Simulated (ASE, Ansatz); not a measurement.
# Structural relaxation of NaC3O3 (Fddd) (112 atoms)

Aim: bring NaC3O3 (Fddd) (112 atoms) to a nearby minimum of the energy and see what moves.

Main program and level: Ansatz 0.2.0; Kohn-Sham DFT, r2SCAN, PAW (set soft_2), plane waves.

This is a report of a sequence of runs, with the program logs left out and the cost of each run kept.

## Step 1: Set-up

The cell holds 112 atoms: 16 Na, 48 C and 48 O. Cell: a = 7.925 Å, b = 11.483 Å, c = 14.321 Å, α = 90.0°, β = 90.0°, γ = 90.0°. It derives from NaC3O3 (Fddd), repeated 1×1×1. NaC3O3, space group Fddd, structure from the Crystallography Open Database, 1 x 1 x 1 conventional cells; every coordinate displaced by a Gaussian of 0.06 Å.

## Step 2: Single point at the start

The forces at the start show how far the geometry lies from a minimum of this functional.

Input file input.yaml:

```yaml
crystal:
  lattice:
    - [7.9248, 0.0, 0.0]
    - [0.0, 11.4835, 0.0]
    - [0.0, 0.0, 14.3208]
  atoms:
    - { symbol: Na, position: [0.74508, 0.89717, 0.24652] }
    - { symbol: Na, position: [0.25329, 0.09813, 0.25105] }
    - { symbol: Na, position: [0.24923, 0.89861, 0.75306] }
    - { symbol: Na, position: [0.74521, 0.10064, 0.75611] }
    - { symbol: Na, position: [0.49823, 0.35393, 0.99715] }
    - { symbol: Na, position: [0.00415, 0.14155, 0.99176] }
    - { symbol: Na, position: [0.00602, 0.35518, 0.49875] }
    - { symbol: Na, position: [0.50267, 0.14865, 0.5065] }
    - { symbol: Na, position: [0.75166, 0.39699, 0.74776] }
    - { symbol: Na, position: [0.25297, 0.6001, 0.7472] }
    - { symbol: Na, position: [0.25154, 0.39467, 0.24392] }
    - { symbol: Na, position: [0.7488, 0.59517, 0.25096] }
    - { symbol: Na, position: [0.50277, 0.83288, 0.48993] }
    - { symbol: Na, position: [0.01255, 0.64782, 0.50054] }
    - { symbol: Na, position: [0.99758, 0.84625, 0.9969] }
    - { symbol: Na, position: [0.49771, 0.64663, 0.99209] }
    - { symbol: C, position: [0.75287, 0.25864, 0.14625] }
    - { symbol: C, position: [0.24499, 0.74269, 0.14418] }
    - { symbol: C, position: [0.24209, 0.24068, 0.84593] }
    - { symbol: C, position: [0.7597, 0.75093, 0.85995] }
    - { symbol: C, position: [0.49402, 0.99827, 0.10414] }
    - { symbol: C, position: [0.00477, 0.50169, 0.10949] }
    - { symbol: C, position: [0.99707, 0.99285, 0.40135] }
    - { symbol: C, position: [0.5028, 0.49745, 0.39649] }
    - { symbol: C, position: [0.75025, 0.74518, 0.64678] }
    - { symbol: C, position: [0.26074, 0.24933, 0.63842] }
    - { symbol: C, position: [0.25138, 0.75785, 0.35532] }
    - { symbol: C, position: [0.74404, 0.24719, 0.35132] }
    - { symbol: C, position: [0.50828, 0.50546, 0.59791] }
    - { symbol: C, position: [0.99278, 0.00592, 0.59504] }
    - { symbol: C, position: [0.99743, 0.49658, 0.89632] }
    - { symbol: C, position: [0.49774, 0.99624, 0.89281] }
    - { symbol: C, position: [0.92346, 0.24409, 0.20101] }
    - { symbol: C, position: [0.08529, 0.75912, 0.20207] }
    - { symbol: C, position: [0.11029, 0.24241, 0.79991] }
    - { symbol: C, position: [0.90361, 0.74205, 0.81074] }
    - { symbol: C, position: [0.34197, 0.01113, 0.0457] }
    - { symbol: C, position: [0.17449, 0.4978, 0.04517] }
    - { symbol: C, position: [0.16821, 0.0043, 0.45873] }
    - { symbol: C, position: [0.34469, 0.49043, 0.45275] }
    - { symbol: C, position: [0.91018, 0.74469, 0.69384] }
    - { symbol: C, position: [0.09652, 0.25311, 0.6919] }
    - { symbol: C, position: [0.08645, 0.74757, 0.2998] }
    - { symbol: C, position: [0.91068, 0.26526, 0.30226] }
    - { symbol: C, position: [0.35519, 0.51676, 0.55589] }
    - { symbol: C, position: [0.1612, 0.99556, 0.53851] }
    - { symbol: C, position: [0.16247, 0.50567, 0.94407] }
    - { symbol: C, position: [0.33379, 0.9847, 0.94508] }
    - { symbol: C, position: [0.40526, 0.24503, 0.69325] }
    - { symbol: C, position: [0.5914, 0.7482, 0.70171] }
    - { symbol: C, position: [0.57697, 0.24324, 0.29385] }
    - { symbol: C, position: [0.41245, 0.75544, 0.3044] }
    - { symbol: C, position: [0.84482, 0.01046, 0.55155] }
    - { symbol: C, position: [0.65815, 0.48669, 0.55403] }
    - { symbol: C, position: [0.65241, 0.00374, 0.95173] }
    - { symbol: C, position: [0.84232, 0.50622, 0.94585] }
    - { symbol: C, position: [0.41322, 0.73386, 0.19704] }
    - { symbol: C, position: [0.5854, 0.25029, 0.20102] }
    - { symbol: C, position: [0.5965, 0.75437, 0.80327] }
    - { symbol: C, position: [0.4091, 0.25128, 0.79669] }
    - { symbol: C, position: [0.84013, 0.50671, 0.04471] }
    - { symbol: C, position: [0.67218, 0.98669, 0.05075] }
    - { symbol: C, position: [0.66489, 0.50646, 0.45035] }
    - { symbol: C, position: [0.83467, 0.99784, 0.45118] }
    - { symbol: O, position: [0.74719, 0.24942, 0.43937] }
    - { symbol: O, position: [0.25567, 0.75469, 0.44559] }
    - { symbol: O, position: [0.25175, 0.24467, 0.5601] }
    - { symbol: O, position: [0.74928, 0.75658, 0.56501] }
    - { symbol: O, position: [0.50259, 0.99301, 0.8017] }
    - { symbol: O, position: [0.99325, 0.49243, 0.81478] }
    - { symbol: O, position: [0.00949, 0.99778, 0.69066] }
    - { symbol: O, position: [0.50352, 0.49239, 0.68827] }
    - { symbol: O, position: [0.75956, 0.74793, 0.9402] }
    - { symbol: O, position: [0.24825, 0.24726, 0.94594] }
    - { symbol: O, position: [0.25205, 0.75167, 0.06469] }
    - { symbol: O, position: [0.75504, 0.25214, 0.05935] }
    - { symbol: O, position: [0.52003, 0.5014, 0.31177] }
    - { symbol: O, position: [0.0025, 0.99093, 0.31441] }
    [... 28 atom lines left out ...]
    - { symbol: O, position: [0.54364, 0.22329, 0.6586] }
    - { symbol: O, position: [0.45864, 0.77389, 0.65387] }
    - { symbol: O, position: [0.80277, 0.02786, 0.90625] }
    - { symbol: O, position: [0.70534, 0.48093, 0.90912] }
    - { symbol: O, position: [0.70581, 0.02483, 0.59711] }
    - { symbol: O, position: [0.79436, 0.48868, 0.59244] }
kpoints:
  mp_grid: { grid: [2, 1, 1] }
hamiltonian:
  xc: r2scan
scf:
  occupations: { method: fermi_dirac, width: 0.05 }
output:
  forces: true
  stress: true
  populations: intrinsic
  dos:
    method: { smearing: { sigma: 0.15 } }
    de: 0.1
    projected: { site_lists: { C: [C], Na: [Na], O: [O] } }
  eigenvalues: true
```

Started as:

```sh
$ ansatz run input.yaml --threads 8 --pin off --max-ram 15872MiB --backend cpu --events-out ev --progress --plain --runs-dir out
```

Run time: 58 s. Hardware: 8 threads of Arm Neoverse V2, shared host; peak memory 7.8 GiB.

Read from the output:

| Property | Result |
| --- | --- |
| free energy | -63152.3073 eV |
| free energy per atom | -563.8599 eV/atom |
| SCF cycles | 14 |
| pressure | 4.025 GPa |
| r.m.s. force component | 4.138 eV/Å |
| longest force | 27.77 eV/Å |
| Fermi energy | 3.555 eV |
| gap (highest filled to lowest empty level) | 0.4956 eV |

The r.m.s. force component of 4.1 eV/Å and the pressure of 4.0 GPa set the starting point.

Length of the force by element and coordination:

```tsv
element	coordination	atoms	mean length of the force (eV/Å)	spread	least	most
C	all	48	6.99	5.73	1.23	27.8
Na	all	16	0.306	0.185	0.0271	0.804
O	all	48	4.88	3.77	0.746	17.9
```

## Step 3: Relaxation

The atoms are relaxed in the fixed cell, aiming at the force tolerance of the input.

input.yaml, the sections that differ from step 2:

```yaml
output:
  forces: true
relax:
  f_tol: 0.05
  max_steps: 84
# crystal, kpoints, hamiltonian, scf: as in step 2
```

It took 2.2 min on 8 threads; peak memory 7.8 GiB.

Relaxation path:

```tsv
step	energy less that of the first step (eV)	largest force component (eV/Å)
1	0.0000	27.5967
2	-18.7042	7.2957
3	-22.8174	0.2746
4	-22.9035	0.0283
5	-22.9035	0.0283
```

The atoms that moved most (Å):

```tsv
atom	dx	dy	dz	length
Na13	-0.029	0.198	0.209	0.290
C36	0.057	0.171	-0.086	0.200
C46	-0.036	-0.069	0.182	0.198
C56	0.024	-0.168	0.028	0.172
Na16	0.034	0.000	0.169	0.172
C39	-0.095	0.027	-0.138	0.170
O100	-0.006	0.072	-0.153	0.169
O84	0.141	-0.004	-0.093	0.168
```

The relaxation changed the energy by -204 meV/atom, and atoms moved by 0.11 Å r.m.s., 0.29 Å at most.

## Step 4: Distances and neighbours after relaxation

Bonds before and after, by the cutoffs listed below:

```tsv
pair	bonds before	bonds after	mean before (Å)	mean after (Å)	spread before (Å)	spread after (Å)
C-C	48	48	1.477	1.473	0.096	0.001
C-O	48	48	1.249	1.242	0.088	0.001
```

Density 2.18 g/cm³, 11.64 Å³ an atom.

g(r), total and by pair (bins of 0.2 Å):

```tsv
r (Å)	total	C-C	C-O	C-Na	O-O	O-Na	Na-Na
1.20	2.65	0.00	7.20	0.00	0.00	0.00	0.00
1.40	1.82	9.95	0.00	0.00	0.00	0.00	0.00
1.60	0.00	0.00	0.00	0.00	0.00	0.00	0.00
1.80	0.00	0.00	0.00	0.00	0.00	0.00	0.00
2.00	0.00	0.00	0.00	0.00	0.00	0.00	0.00
2.20	0.00	0.00	0.00	0.00	0.00	0.00	0.00
2.40	2.29	0.00	3.87	0.00	0.00	7.05	0.00
2.60	1.07	3.39	0.00	0.00	0.25	3.31	0.00
2.80	0.88	0.00	0.00	0.00	3.27	2.29	0.00
3.00	0.61	1.25	0.78	0.00	0.26	0.39	0.00
3.20	1.73	0.00	1.12	7.52	2.12	0.00	0.00
3.40	0.86	1.30	0.78	0.96	0.88	0.00	2.85
3.60	1.40	0.57	2.23	0.00	2.60	0.00	0.00
3.80	0.43	0.51	0.88	0.00	0.09	0.00	0.00
4.00	0.45	1.75	0.10	0.00	0.37	0.00	1.22
4.20	0.83	0.00	1.34	1.68	0.41	0.00	2.59
4.40	1.35	0.38	1.78	2.38	1.14	1.01	0.00
4.60	1.69	1.00	1.71	3.62	1.48	0.85	3.04
4.80	0.91	0.57	0.73	0.00	1.45	2.20	0.00
5.00	1.38	1.23	0.99	0.00	0.86	4.28	5.03
5.20	0.90	1.06	0.63	0.17	1.45	1.51	0.15
5.40	0.68	0.47	0.52	1.80	1.00	0.00	0.00
5.60	0.85	1.66	0.46	3.03	0.00	0.00	0.00
5.80	0.99	1.01	1.46	0.25	1.27	0.00	0.00
6.00	0.73	0.77	0.76	0.36	1.42	0.02	0.00
6.20	0.84	1.11	1.00	0.26	0.53	1.12	0.00
6.40	1.31	1.10	1.68	1.85	0.73	1.08	0.00
6.60	0.80	0.84	0.85	0.12	0.49	1.64	1.38
```

Bonds by pair of elements; cutoffs follow the first minimum of g(r), held within bounds set by covalent radii, and pairs that aren't listed don't count as bonded:

```tsv
pair A-B	cutoff (Å)	bonds	mean length (Å)	spread (Å)	shortest (Å)	B about A	A about B
C-C	1.88	48	1.47	0.001	1.47	2	2
C-O	1.62	48	1.24	0.001	1.24	1	1
O-Na	2.73	96	2.50	0.046	2.45	2	6
```

The cutoff for O-Na falls short of the minimum of g(r), so counts run low and odd coordinations can be artefacts.

How many atoms have how many bonded neighbours:

```tsv
element	mean	3	6
C	3	48	0
Na	6	0	16
O	3	48	0
```

Bond angles, per cent of each kind in bins of 5°:

```tsv
angle (°)	O-Na-O	C-O-Na	C-C-O	Na-O-Na	C-C-C
65–70	20.0	0.0	0.0	0.0	0.0
70–75	6.7	0.0	0.0	0.0	0.0
75–80	0.0	0.0	0.0	0.0	0.0
80–85	0.0	0.0	0.0	0.0	0.0
85–90	13.8	0.0	0.0	0.0	0.0
90–95	12.9	0.0	0.0	0.0	0.0
95–100	0.0	0.0	0.0	0.0	0.0
100–105	0.0	0.0	0.0	0.0	0.0
105–110	4.2	13.5	0.0	35.4	0.0
110–115	2.5	86.5	0.0	31.2	0.0
115–120	0.0	0.0	33.3	0.0	100.0
120–125	6.7	0.0	66.7	0.0	0.0
125–130	13.3	0.0	0.0	0.0	0.0
130–135	6.7	0.0	0.0	0.0	0.0
135–140	0.0	0.0	0.0	33.3	0.0
140–145	13.3	0.0	0.0	0.0	0.0
```

Bond angles (no mean is given where the spread exceeds 20°):

```tsv
angle	count	mean (°)	spread (°)
O-Na-O	240	-	-
C-O-Na	96	111	1
C-C-O	96	120	0.4
Na-O-Na	48	120	13.7
C-C-C	48	120	0.2
```

Rings of the network by King's shortest-path rule, up to 12 atoms, one path for each pair of neighbours; H, halogens, alkali and alkaline-earth atoms are left out:

```tsv
ring size (atoms)	rings	per network atom
6	8	0.083
```

All rings counted have 6 atoms.

[end of part 1 of 2]

[Long decimals in the printed logs are rounded to 6 places.]

[Logs are printed without paths, hosts, clocks, repeated set-up lines and the standing remarks that a program may print on its own settings, such as how far it seeks lower states.]

[Hosts, paths, dates, database ids (printed as entryN), source tags and the programs' standing remarks are cut or masked in the printed files.]

[A walk said to have stopped at its limit may instead have ended on an SCF cycle that didn't converge.]
